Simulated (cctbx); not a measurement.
# EuSn2Pb2: precision against data quality

Space group I4/mmm (no. 139), a = 4.9620 Å, b = 4.9620 Å, c = 11.9500 Å, α = 90.00°, β = 90.00°, γ = 90.00°.

```
atom  mult.    x    y       z  Ueq (Å²)
 Pb1      4  1/2    0     1/4    0.0075
 Eu1      2    0    0       0    0.0077
 Sn1      4  1/2  1/2  0.1269    0.0071
```

The model was made for the exercise: a known structure type with other elements put in, its volume estimated, not relaxed; displacement parameters are assumed.

Five simulated data sets (cctbx; Ag Kα, λ = 0.56087 Å; 3 % proportional error) differ in resolution or exposure (noise floor 8 counts in the first three, 8 in the last two). Each is refined with the right model, isotropic at 1.1 Å and anisotropic otherwise. How do the figures of merit and the uncertainties move?

| d min (Å) | top counts | ⟨I/σ⟩ (unmerged, absences included) | unique | param. (scale apart) | Rint | R1 | GooF | largest s.u. xyz (fractional) | s.u. U of Sn1 (Å²) | largest error (Å) |
| --- | --- | --- | --- | --- | --- | --- | --- | --- | --- | --- |
| 1.1 | 40000 | 9.7 | 48 | 4 | 0.024 | 0.0115 | 1.83 | 0.00015 | 0.0007 | 0.0006 |
| 0.84 | 40000 | 10.5 | 99 | 7 | 0.026 | 0.0060 | 0.85 | 0.00004 | 0.0002 | 0.0010 |
| 0.6 | 40000 | 9.3 | 246 | 7 | 0.027 | 0.0073 | 0.99 | 0.00002 | 0.0001 | 0.0005 |
| 0.75 | 300 | 1.1 | 135 | 7 | 0.265 | 0.0559 | 0.97 | 0.00040 | 0.0016 | 0.0039 |
| 0.75 | 3000 | 4.6 | 135 | 7 | 0.055 | 0.0142 | 0.97 | 0.00009 | 0.0003 | 0.0011 |

GooF reaches 1.83 where the model lacks something that the data hold (anisotropy at the isotropic level, for one). The s.u. of U for Sn1 goes 0.0007, 0.0002, 0.0001 Å² with resolution and 0.0016, 0.0003 Å² with exposure.

The 1.1 Å row also differs in its displacement model, so it isn't a clean test of resolution.

Hardware for the 0.6 Å refinement: 0.57 s on 1 thread of Arm Neoverse N1 (shared host), peak memory 0.09 GiB.

[Logs are printed without paths, hosts, clocks, repeated set-up lines and the standing remarks that a program may print on its own settings, such as how far it seeks lower states.]
